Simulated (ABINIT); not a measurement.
**NaF (Villiaumite): G0W0 in ABINIT against the bands in the self-energy**

How does the gap of NaF (Villiaumite) converge in the bands in the self-energy?

Method: PBEsol and many-body steps on it, plane waves, in ABINIT 10.8.3.

This is a report of a sequence of runs, with most program output left out.

**1. The starting structure**

It takes space group Fm-3m (No. 225, cubic). The conventional cell has a = 4.640 Å, b = 4.640 Å, c = 4.640 Å, α = 90.00°, β = 90.00°, γ = 90.00°. Nearest to Na lie 6 F at 2.32 Å. F has 6 Na at 2.32 Å nearest. Farther neighbours and most contacts between anions are not listed.

The cell and positions come from the Crystallography Open Database and are kept as given unless a step says otherwise.

**2. Screening, 4×4×4 mesh, 82 bands, screening to 217.7 eV**

This step: ABINIT 10.8.3; RPA screening on PBEsol, plane waves, norm-conserving pseudopotentials.

The RPA dielectric matrix is built and inverted for each q.

Input file run.abi:

```
acell 3*1.0 Angstrom
rprim 
  -0.000000000000 2.320000000000 2.320000000000
  2.320000000000 -0.000000000000 2.320000000000
  2.320000000000 2.320000000000 -0.000000000000
ntypat 2
znucl 11 9
natom 2
typat 1 2
xred 
  0.000000000000 0.000000000000 0.000000000000
  0.500000000000 0.500000000000 0.500000000000
pp_dirpath "pseudos"
pseudos "Na.upf, F.upf"
ecut 38
ngkpt 4 4 4
nshiftk 1
shiftk 0 0 0
kptopt 1
chksymbreak 0
istwfk *1
occopt 1
irdwfk 1
optdriver 3
nband 82
ecuteps 8
inclvkb 2
awtr 1
symchi 1
indata_prefix "in"
outdata_prefix "out"
tmpdata_prefix "tmp"
```

Launch:

```
> OMP_NUM_THREADS=1 mpirun -n 4 abinit run.abi > log
```

Elapsed: 7.2 s, on 4 MPI ranks of Arm Neoverse V2, shared host; peak memory 0.52 GiB.

Numbers from this step:

```
ε∞ with local fields, on this mesh, along the program's q direction : 1.819
the same without local fields                                       : 1.918
plasma frequency                                                    : 29.72 eV
plane waves in the screening matrix                                 : 169
```

Local fields lower ε∞ by 5 %. On a Γ-centred mesh this coarse the value itself is usually too large, while a short band sum pulls it down.

**3. 16 bands**

This step: G0W0 on PBEsol, plane waves, norm-conserving pseudopotentials.

Changes to run.abi since step 2:

```diff
@@ -23,8 +23,15 @@
 irdwfk 1
-optdriver 3
-nband 82
+optdriver 4
+nband 16
+gwcalctyp 0
+ecutsigx 38
+symsigma 1
+nkptgw 1
+kptgw 
+  0.0000000000 0.0000000000 0.0000000000
+bdgw 
+  6 12
 ecuteps 8
-inclvkb 2
-awtr 1
-symchi 1
+irdscr 1
+ppmodel 1
 indata_prefix "in"
```

Wall time 2 s (4 MPI ranks); peak memory 0.13 GiB.

This step gave:

```
G0W0 gap on the points computed              : 10.09 eV
starting gap on the mesh                     : 6.180 eV
k of the valence top                         : 0, 0, 0
k of the conduction bottom                   : 0, 0, 0
Z at the valence top                         : 0.827
Z at the conduction bottom                   : 0.907
least direct G0W0 gap on the computed points : 10.09 eV
```

**4. 26 bands**

The self-energy is evaluated for the states that the input lists, and the levels follow from it, in one-shot runs by the linearised quasiparticle equation.

Changes to run.abi since step 3:

```diff
@@ -24,3 +24,3 @@
 optdriver 4
-nband 16
+nband 26
 gwcalctyp 0
```

It took 2.2 s on 4 MPI ranks; peak memory 0.13 GiB.

This step gave:

```
G0W0 gap on the points computed              : 10.19 eV
starting gap on the mesh                     : 6.180 eV
k of the valence top                         : 0, 0, 0
k of the conduction bottom                   : 0, 0, 0
Z at the valence top                         : 0.824
Z at the conduction bottom                   : 0.905
least direct G0W0 gap on the computed points : 10.19 eV
```

The gap on the mesh goes from 6.18 eV to 10.19 eV, a correction of +4.01 eV.

**5. 51 bands**

Changes to run.abi since step 4:

```diff
@@ -24,3 +24,3 @@
 optdriver 4
-nband 26
+nband 51
 gwcalctyp 0
```

The job ended after 2.6 s (4 MPI ranks; peak memory 0.13 GiB).

Numbers from this step:

```yaml
g0w0_gap_on_the_points_computed: 10.39 eV
starting_gap_on_the_mesh: 6.180 eV
k_of_the_valence_top: 0, 0, 0
k_of_the_conduction_bottom: 0, 0, 0
least_direct_g0w0_gap_on_the_computed_points: 10.39 eV
```

Against the run before, the gap moves by +0.204 eV.

**6. 82 bands**

Changes to run.abi since step 5:

```diff
@@ -24,3 +24,3 @@
 optdriver 4
-nband 51
+nband 82
 gwcalctyp 0
```

Run time: 3.2 s. Hardware: 4 MPI ranks; peak memory 0.53 GiB.

This step gave:

* G0W0 gap on the points computed: 10.51 eV
* starting gap on the mesh: 6.180 eV
* k of the valence top: 0, 0, 0
* k of the conduction bottom: 0, 0, 0
* least direct G0W0 gap on the computed points: 10.51 eV

Against the run before, the gap moves by +0.118 eV.

**7. Side by side**

Times are wall times on 4 MPI ranks of Arm Neoverse V2, shared host, good to a factor of about two. A run's time includes the screening step that it read.

| run | mesh | bands | screening cutoff (eV) | DFT gap (eV) | gap on the mesh (eV) | direct (eV) | ε∞ used | time |
| --- | --- | --- | --- | --- | --- | --- | --- | --- |
| 16 bands | 4×4×4 | 16 | 217.7 | 6.180 | 10.087 | 10.087 | 1.82 | 9.2 s |
| 26 bands | 4×4×4 | 26 | 217.7 | 6.180 | 10.187 | 10.187 | 1.82 | 9.4 s |
| 51 bands | 4×4×4 | 51 | 217.7 | 6.180 | 10.391 | 10.391 | 1.82 | 9.8 s |
| 82 bands | 4×4×4 | 82 | 217.7 | 6.180 | 10.509 | 10.509 | 1.82 | 10 s |

**8. Outcome**

| Property | Result |
| --- | --- |
| 16 bands | 10.087 eV |
| 26 bands | 10.187 eV |
| 51 bands | 10.391 eV |
| 82 bands | 10.509 eV |
| known limits | not at the basis limit; coarse k mesh |

**Reading.** The setting moved: bands in the self-energy. From 16 bands to 82 bands the gap moves by +0.42 eV. The last step still moves it by +0.118 eV. Bands and screening cutoff are coupled, so a series along one setting does not show full convergence. Bands and cutoff are finite, so the gap is not at the basis limit. The miss can reach some tenths of an eV and take either sign; the mesh is an error of its own. In the G0W0 runs levels were corrected at 1 k point alone, so a gap called «on the mesh» is the least over those, and an edge elsewhere would be missed. The 4×4×4 mesh is coarse for this cell, which bears on the long-range parts of exchange and screening.

[Paths, hosts, dates, memory and timing lines, banners, echoed tables and standing remarks are left out of the program output.]

[Logs are printed without paths, hosts, clocks, repeated set-up lines and the standing remarks that a program may print on its own settings, such as how far it seeks lower states.]

[Runs of the session that timed out or met a known fault of the program may be left out.]

[Hosts, paths, dates, database ids (printed as entryN), source tags and the programs' standing remarks are cut or masked in the printed files.]

[G0W0 gaps are taken among the corrected bands and points alone; a level outside them can change the order at an edge.]

[Where Ansatz stands beside ABINIT at settings called matched, ABINIT's density can come from a denser mesh and the files from another edition; pairs whose starting gaps differed by over 0.03 eV were left out, so agreement reads better than it is.]
